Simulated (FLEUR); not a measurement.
# LaCo5: parallel and opposed starts

Does LaCo5 prefer parallel or opposed moments?

Calculated with FLEUR MaX-R8.1; PBEsol; all-electron FLAPW, Dirac cores, scalar-relativistic bands.

### Step 1. The structure

Symmetry: P6/mmm, No. 191, hexagonal system. The conventional cell has a = 5.109 Å, b = 5.109 Å, c = 3.970 Å, α = 90.00°, β = 90.00°, γ = 120.00°. Nearest to La lie 18 Co at 2.95 to 3.24 Å. Co has 9 Co at 2.47 to 2.95 Å and 3 La at 2.95 Å nearest. Nearest to Co lie 8 Co at 2.47 to 2.55 Å and 4 La at 3.24 Å. Farther neighbours are not listed.

As a file:

```
La Co
1.0
     5.10900    0.00000    0.00000
    -2.55450    4.42452    0.00000
     0.00000    0.00000    3.97000
La Co
1 5
Direct
  0.00000 0.00000 0.00000
  0.33333 0.66667 0.00000
  0.66667 0.33333 0.00000
  0.50000 0.00000 0.50000
  0.50000 0.50000 0.50000
  0.00000 0.50000 0.50000
```

### Step 2. Start 1: ferro +++++

The parallel start comes first: it shows whether parallel moments hold.

inpgen writes inp.xml from crystal.txt; cutoffs, mixing, functional, smearing and local orbitals are then set in the file. The k list default-1 (kpts.xml, not shown) is a Γ-centred 8×8×8 mesh; where the ranks do not divide the number of points, some are split in two of half the weight.

File inp.xml:

```
<?xml version="1.0" encoding="UTF-8" standalone="no"?>
<fleurInput fleurInputVersion="0.39">
   <comment>
      LaCo5
   </comment>
   <calculationSetup>
      <cutoffs Kmax="3.6" Gmax="10.8" GmaxXC="10.8" numbands="0"/>
      <scfLoop itmax="90" minDistance="0.00002" maxIterBroyd="15" imix="Anderson" alpha="0.05" precondParam="0.0" spinf="2.0" sdNocoIR="T"/>
      <coreElectrons ctail="T" frcor="F" kcrel="0" coretail_lmax="0"/>
      <xcFunctional name="PBEs" relativisticCorrections="F"/>
      <magnetism jspins="2"/>
      <soc l_soc="F" theta="0.0" phi="0.0" spav="F"/>
      <expertModes spex="0" secvar="F"/>
      <geometryOptimization l_f="F" forcealpha="1.0" forcemix="BFGS" epsdisp="0.00001" epsforce="0.00001"/>
      <ldaU l_linMix="F" mixParam="0.05" spinf="1.0"/>
   </calculationSetup>
   <cell>
      <bzIntegration valenceElectrons="96.0" mode="hist" fermiSmearingEnergy="0.00293995">
         <kPointListSelection listName="default-1"/>
         <xi:include xmlns:xi="http://www.w3.org/2001/XInclude" href="kpts.xml"> </xi:include>
      </bzIntegration>
      <xi:include xmlns:xi="http://www.w3.org/2001/XInclude" href="sym.xml"> </xi:include>
      <bulkLattice scale="1.0">
         <bravaisMatrix>
            <row-1>    9.6546107705436057     0.0000000000000000     0.0000000000000000</row-1>
            <row-2>   -4.8273053852718029     8.3611381909465745     0.0000000000000000</row-2>
            <row-3>    0.0000000000000000     0.0000000000000000     7.5022127146619999</row-3>
         </bravaisMatrix>
      </bulkLattice>
   </cell>
   <atomSpecies>
      <species name="Lanthanum (La)" element="La" atomicNumber="57">
         <mtSphere radius="2.8" gridPoints="925" logIncrement="0.014"/>
         <atomicCutoffs lmax="10" lnonsphr="8"/>
         <electronConfig flipSpins="F">
            <coreConfig>(1s1/2) (2s1/2) (2p1/2) (2p3/2) (3s1/2) (3p1/2) (3p3/2) (4s1/2) (3d3/2) (3d5/2) (4p1/2) (4p3/2) (4d3/2) (4d5/2)</coreConfig>
            <valenceConfig>(5s1/2) (5p1/2) (5p3/2) (6s1/2) (5d3/2) (5d5/2)</valenceConfig>
            <stateOccupation state="(5d3/2)" spinUp="0.200000" spinDown="0.200000"/>
            <stateOccupation state="(5d5/2)" spinUp="0.300000" spinDown="0.300000"/>
         </electronConfig>
         <energyParameters s="6" p="6" d="5" f="4"/>
         <lo type="SCLO" l="0" n="5" eDeriv="0"/>
         <lo type="SCLO" l="1" n="5" eDeriv="0"/>
      </species>
      <species name="Cobalt (Co2.000" element="Co" atomicNumber="27">
         <mtSphere radius="2.28" gridPoints="753" logIncrement="0.016"/>
         <atomicCutoffs lmax="8" lnonsphr="6"/>
         <electronConfig flipSpins="F">
            <coreConfig>(1s1/2) (2s1/2) (2p1/2) (2p3/2)</coreConfig>
            <valenceConfig>(3s1/2) (3p1/2) (3p3/2) (4s1/2) (3d3/2) (3d5/2)</valenceConfig>
            <stateOccupation state="(3d3/2)" spinUp="1.5" spinDown="1.3"/>
            <stateOccupation state="(3d5/2)" spinUp="3.0" spinDown="1.2"/>
         </electronConfig>
         <energyParameters s="4" p="4" d="3" f="4"/>
         <lo type="SCLO" l="0" n="3" eDeriv="0"/>
         <lo type="SCLO" l="1" n="3" eDeriv="0"/>
      </species>
   </atomSpecies>
   <atomGroups>
      <atomGroup species="Lanthanum (La)">
         <relPos label="                   1">.0000000000 .0000000000 .0000000000</relPos>
         <force calculate="T" relaxXYZ="TTT"/>
      </atomGroup>
      <atomGroup species="Cobalt (Co2.000">
         <relPos label="                   2">1.000/3.000 -1.000/3.000 .0000000000</relPos>
         <relPos label="                   3">-1.000/3.000 1.000/3.000 .0000000000</relPos>
         <force calculate="T" relaxXYZ="TTT"/>
      </atomGroup>
      <atomGroup species="Cobalt (Co2.000">
         <relPos label="                   4">1.000/2.000 .0000000000 1.000/2.000</relPos>
         <relPos label="                   5">1.000/2.000 1.000/2.000 1.000/2.000</relPos>
         <relPos label="                   6">.0000000000 1.000/2.000 1.000/2.000</relPos>
         <force calculate="T" relaxXYZ="TTT"/>
      </atomGroup>
   </atomGroups>
   <output dos="F" band="F" slice="F">
      <bandDOS minEnergy="-.5*Htr" maxEnergy="0.5*Htr" sigma="0.015" storeEVData="T"/>
      <plotting iplot="0" polar="F">
         <plot TwoD="T" vec1="  1.0  0.0  0.0" vec2="  0.0  1.0  0.0" vec3="  0.0  0.0  1.0" zero="  0.0  0.0  0.0" file="plot"/>
      </plotting>
      <moessbauerParams electricFieldGradient="F" isomerShift="F" coreHyperfine="F" valenceHyperfine="F"/>
   </output>
</fleurInput>
```

File crystal.txt:

```
LaCo5
&input film=F cartesian=F /
5.10899999998  0.00000000000  0.00000000000
-2.55449999999  4.42452378792  0.00000000000
0.00000000000  0.00000000000  3.97000000000
1.8897261246
1.0 1.0 1.0

6
57 0.00000000000  0.00000000000  0.00000000000
27 0.33333333333  0.66666666667  0.00000000000 : 2.000
27 0.66666666667  0.33333333333  0.00000000000 : 2.000
27 0.50000000000  0.00000000000  0.50000000000 : 2.000
27 0.50000000000  0.50000000000  0.50000000000 : 2.000
27 0.00000000000  0.50000000000  0.50000000000 : 2.000

&kpt div1=8 div2=8 div3=8 gamma=T /
```

Command:

```bash
$ OMP_NUM_THREADS=1 inpgen -f crystal.txt > inpgen.log  # inp.xml is then edited as shown
$ OMP_NUM_THREADS=1 mpirun -n 4 fleur_MPI > fleur.log
```

The program printed:

```text
Welcome to FLEUR        (www.flapw.de)
      MaX-Release 8.1          (www.max-centre.eu)

 ========== k-point set info ==========
 Selected k-point list: default-1
 k-point list type: mesh
 0 x 0 x 0
 Number of k points: 52

 ------------Calculation Setup---------------------------
 Number of MPI-tasks      :            4
 Number of PE/node        :            4
 Number of OMP-threads    :            1
 k-points in parallel     :            4
 pe's per k-point         :            1
 No of k-point loops      :           13
 Eigenvalue solver        :       lapack
 Number of basis functions:          537
 Approximate size of matrices (H+S) per k-point:         0.004 GB
 --------------------------------------------------------
 Iteration:     1   Distance:      11.00085318 me/bohr^3
 Iteration:     2   Distance:       9.65716678 me/bohr^3
 Iteration:     3   Distance:       8.92357641 me/bohr^3
 Iteration:     4   Distance:       7.00805912 me/bohr^3
 Iteration:     5   Distance:       3.99657049 me/bohr^3
 Iteration:     6   Distance:       2.95661418 me/bohr^3
 Iteration:     7   Distance:       1.67251065 me/bohr^3
 Iteration:     8   Distance:       1.32316117 me/bohr^3
 Iteration:     9   Distance:       0.48039414 me/bohr^3
 Iteration:    10   Distance:       0.40662967 me/bohr^3
 Iteration:    11   Distance:       0.20906410 me/bohr^3
 Iteration:    12   Distance:       0.12084894 me/bohr^3
 Iteration:    13   Distance:       0.05101132 me/bohr^3
 Iteration:    14   Distance:       0.06271306 me/bohr^3
 Iteration:    15   Distance:       0.02106166 me/bohr^3
 Iteration:    16   Distance:       0.01640681 me/bohr^3
 Iteration:    17   Distance:       0.01720521 me/bohr^3
 Iteration:    18   Distance:       0.01653148 me/bohr^3
 Iteration:    19   Distance:       0.00918673 me/bohr^3
 Iteration:    20   Distance:       0.00299952 me/bohr^3
 Iteration:    21   Distance:       0.00184137 me/bohr^3
 Iteration:    22   Distance:       0.00160011 me/bohr^3
 Iteration:    23   Distance:       0.00035993 me/bohr^3
 Iteration:    24   Distance:       0.00016973 me/bohr^3
 Iteration:    25   Distance:       0.00016976 me/bohr^3
 Iteration:    26   Distance:       0.00007535 me/bohr^3
 Iteration:    27   Distance:       0.00001366 me/bohr^3

 ********************************************************************
 Run finished successfully
 Stop message:
   all done
 ********************************************************************

--- out.xml (last complete iteration) ---
<iteration numberForCurrentRun="   27" overallNumber="   27">
         [... left out ...]
         <bandgap value="0.0016993003" units="eV"/>
         <sumValenceSingleParticleEnergies value="-74.9907455499" units="Htr"/>
         <FermiEnergy value="0.3479561465" units="Htr"/>
         <valenceDensity>
            <mtCharges spin="1">
               <mtCharge atomType="1" total="4.2556121" s="1.0355578" p="2.8143307" d="0.3234287" f="0.0765610"/>
               <mtCharge atomType="2" total="8.7554232" s="1.2219667" p="3.1499856" d="4.3706123" f="0.0097517"/>
               <mtCharge atomType="3" total="8.7305108" s="1.2146396" p="3.1549872" d="4.3483045" f="0.0094993"/>
            </mtCharges>
            <mtCharges spin="2">
               <mtCharge atomType="1" total="4.4799881" s="1.0452172" p="2.8360864" d="0.4877405" f="0.1058129"/>
               <mtCharge atomType="2" total="7.1914596" s="1.2155491" p="3.1789504" d="2.7845233" f="0.0099332"/>
               <mtCharge atomType="3" total="7.1934327" s="1.2182261" p="3.1821606" d="2.7813958" f="0.0091792"/>
            </mtCharges>
            <spinDependentCharge spin="1" total="51.5100230" interstitial="3.5520320" mtSpheres="47.9579909"/>
            <spinDependentCharge spin="2" total="44.4899770" interstitial="4.0467714" mtSpheres="40.4432056"/>
            <totalCharge value="96.0000000000"/>
         </valenceDensity>
         [... left out ...]
         <allElectronCharges>
            <spinDependentCharge spin="1" total="99.5100230" interstitial="3.5521459" mtSpheres="95.9578770"/>
            <spinDependentCharge spin="2" total="92.4899770" interstitial="4.0468866" mtSpheres="88.4430904"/>
            <totalCharge value="191.9999999882"/>
         </allElectronCharges>
         <magneticMomentsInMTSpheres units="muBohr">
            <globalMagMoment atomType="1" vec="0.00000   0.00000  -0.22437"/>
            <localMagMoment atomType="1" vec="0.00000   0.00000  -0.22437"/>
            <globalMagMoment atomType="2" vec="0.00000   0.00000   1.56396"/>
            <localMagMoment atomType="2" vec="0.00000   0.00000   1.56396"/>
            <globalMagMoment atomType="3" vec="0.00000   0.00000   1.53708"/>
            <localMagMoment atomType="3" vec="0.00000   0.00000   1.53708"/>
         </magneticMomentsInMTSpheres>
         <moessbauerParams unitsHFF="kG" unitsIS="e/bohr^3" unitsEFG="Htr/bohr^2">
         </moessbauerParams>
         <totalEnergy value="   -15455.6656188880" units="Htr">
            <sumOfEigenvalues value="    -9243.3057361439">
               <coreElectrons value="-9168.3149905940"/>
               <valenceElectrons value="-74.9907455499"/>
            </sumOfEigenvalues>
            <densityCoulombPotentialIntegral value="-24749.2908453930"/>
            <densityEffectivePotentialIntegral value="-25396.2797865043"/>
            <chargeDenXCDenIntegral value="-493.0180468246"/>
            <FockExchangeEnergyValence value="0.0000000000"/>
            <FockExchangeEnergyCore value="0.0000000000"/>
            <atomTypeDependentContributions atomType="1">
               <electronNucleiInteractionDifferentMTs value="10321.4647284674"/>
               <MadelungTerm value="-31.2216935756"/>
            </atomTypeDependentContributions>
            <atomTypeDependentContributions atomType="2">
               <electronNucleiInteractionDifferentMTs value="3333.8075362581"/>
               <MadelungTerm value="-21.4840301349"/>
            </atomTypeDependentContributions>
            <atomTypeDependentContributions atomType="3">
               <electronNucleiInteractionDifferentMTs value="4999.9892788104"/>
               <MadelungTerm value="-33.0089324809"/>
            </atomTypeDependentContributions>
            <tkbTimesEntropy value="0.0079244871"/>
            <freeEnergy value="-15455.6735433751"/>
            <extrapolationTo0K value="-15455.6695811316"/>
         </totalEnergy>
         <densityConvergence units="me/bohr^3">
            <chargeDensity spin="1" distance="0.0000065509"/>
            <chargeDensity spin="2" distance="0.0000091776"/>
            <overallChargeDensity distance="0.0000136595"/>
            <spinDensity distance="0.0000082282"/>
         </densityConvergence>
      </iteration>
```

The job ended after 92 s (4 MPI ranks of Intel Xeon Platinum 8488C (Sapphire Rapids), shared host; peak memory 0.37 GiB).

Spin moment in the muffin-tin sphere by atom:

```tsv
atom	spin moment in the muffin-tin sphere (μB)
La1	-0.22
Co2	1.56
Co3	1.56
Co4	1.54
Co5	1.54
Co6	1.54
```

This step gave:

```
free energy                                                       : -420570.3025 eV
program's band gap on this mesh (in a metal only a level spacing) : 0.001699 eV
magnetization                                                     : 7.02 μB
final state                                                       : ferromagnetic, with opposed induced moments
```

After 27 cycles the largest moment stands at 1.56 μB.

### Step 3. Start 2: ferri ++---

Reversing part of the moments tests the sign of the couplings between them.

inp.xml, as its differences from that of step 2:

```diff
@@ -57,2 +57,15 @@
       </species>
+      <species name="Cobalt (Co-2.000" element="Co" atomicNumber="27">
+         <mtSphere radius="2.28" gridPoints="753" logIncrement="0.016"/>
+         <atomicCutoffs lmax="8" lnonsphr="6"/>
+         <electronConfig flipSpins="F">
+            <coreConfig>(1s1/2) (2s1/2) (2p1/2) (2p3/2)</coreConfig>
+            <valenceConfig>(3s1/2) (3p1/2) (3p3/2) (4s1/2) (3d3/2) (3d5/2)</valenceConfig>
+            <stateOccupation state="(3d3/2)" spinUp="1.3" spinDown="1.5"/>
+            <stateOccupation state="(3d5/2)" spinUp="1.2" spinDown="3.0"/>
+         </electronConfig>
+         <energyParameters s="4" p="4" d="3" f="4"/>
+         <lo type="SCLO" l="0" n="3" eDeriv="0"/>
+         <lo type="SCLO" l="1" n="3" eDeriv="0"/>
+      </species>
    </atomSpecies>
@@ -68,3 +81,3 @@
       </atomGroup>
-      <atomGroup species="Cobalt (Co2.000">
+      <atomGroup species="Cobalt (Co-2.000">
          <relPos label="                   4">1.000/2.000 .0000000000 1.000/2.000</relPos>
```

crystal.txt, as its differences from that of step 2:

```diff
@@ -12,5 +12,5 @@
 27 0.66666666667  0.33333333333  0.00000000000 : 2.000
-27 0.50000000000  0.00000000000  0.50000000000 : 2.000
-27 0.50000000000  0.50000000000  0.50000000000 : 2.000
-27 0.00000000000  0.50000000000  0.50000000000 : 2.000
+27 0.50000000000  0.00000000000  0.50000000000 : -2.000
+27 0.50000000000  0.50000000000  0.50000000000 : -2.000
+27 0.00000000000  0.50000000000  0.50000000000 : -2.000
```

The program printed:

```text
[banner, memory and clock lines left out]
Welcome to FLEUR        (www.flapw.de)
      MaX-Release 8.1          (www.max-centre.eu)

 ========== k-point set info ==========
 Selected k-point list: default-1
 k-point list type: mesh
 0 x 0 x 0
 Number of k points: 52

 [... set-up left out ...]
 Iteration:     1   Distance:      18.21862839 me/bohr^3
 Iteration:     2   Distance:      15.49460402 me/bohr^3
 Iteration:     3   Distance:      15.06183764 me/bohr^3
 Iteration:     4   Distance:      11.87096438 me/bohr^3
 Iteration:     5   Distance:       8.27018695 me/bohr^3
 Iteration:     6   Distance:       7.77131478 me/bohr^3
 Iteration:     7   Distance:       5.07982869 me/bohr^3
 Iteration:     8   Distance:       3.95524585 me/bohr^3
[... lines left out ...]
[... 70 iterations left out ...]
[... lines left out ...]
 Iteration:    85   Distance:       0.00106353 me/bohr^3
 Iteration:    86   Distance:       0.00138822 me/bohr^3
 Iteration:    87   Distance:       0.00120962 me/bohr^3
 Iteration:    88   Distance:       0.00128356 me/bohr^3
 Iteration:    89   Distance:       0.00130640 me/bohr^3
 Iteration:    90   Distance:       0.00094218 me/bohr^3

 ********************************************************************
 Run finished successfully
 Stop message:
   all done
 ********************************************************************

--- out.xml (last complete iteration) ---
<iteration numberForCurrentRun="   90" overallNumber="   90">
         [... left out ...]
         <bandgap value="0.0000697031" units="eV"/>
         <sumValenceSingleParticleEnergies value="-74.8103490613" units="Htr"/>
         <FermiEnergy value="0.3365565633" units="Htr"/>
         [... left out ...]
         <magneticMomentsInMTSpheres units="muBohr">
            <globalMagMoment atomType="1" vec="0.00000   0.00000   0.04941"/>
            <globalMagMoment atomType="2" vec="0.00000   0.00000   0.48932"/>
            <globalMagMoment atomType="3" vec="0.00000   0.00000  -0.57931"/>
         </magneticMomentsInMTSpheres>
         [... left out ...]
         <totalEnergy value="   -15455.6321420079" units="Htr">
            <sumOfEigenvalues value="    -9243.2823190186">
               <coreElectrons value="-9168.4719699572"/>
               <valenceElectrons value="-74.8103490613"/>
            </sumOfEigenvalues>
         [... left out ...]
            <freeEnergy value="-15455.6445313783"/>
            <extrapolationTo0K value="-15455.6383366931"/>
         </totalEnergy>
         <densityConvergence units="me/bohr^3">
            <chargeDensity spin="1" distance="0.0004951712"/>
            <chargeDensity spin="2" distance="0.0005208629"/>
            <overallChargeDensity distance="0.0003811676"/>
            <spinDensity distance="0.0009421764"/>
         </densityConvergence>
      </iteration>
```

The job ended after 5 min (4 MPI ranks; peak memory 0.37 GiB).

The run stopped without converging, so none of its numbers is a property of the system.

After 90 cycles the density distance stands at 9.4e-4 me/bohr³, above the threshold of 2e-05.

(Part 1 of 2 ends here.)

[Logs and program files are shortened in this print: banners, set-up blocks, solver, clock and traceback lines can be left out without a mark of their own.]

[Logs are printed without paths, hosts, clocks, repeated set-up lines and the standing remarks that a program may print on its own settings, such as how far it seeks lower states.]

[Hosts, paths, dates, database ids (printed as entryN), source tags and the programs' standing remarks are cut or masked in the printed files.]

[Where a cell is said to come from a database of computed structures, the database is the Materials Project.]
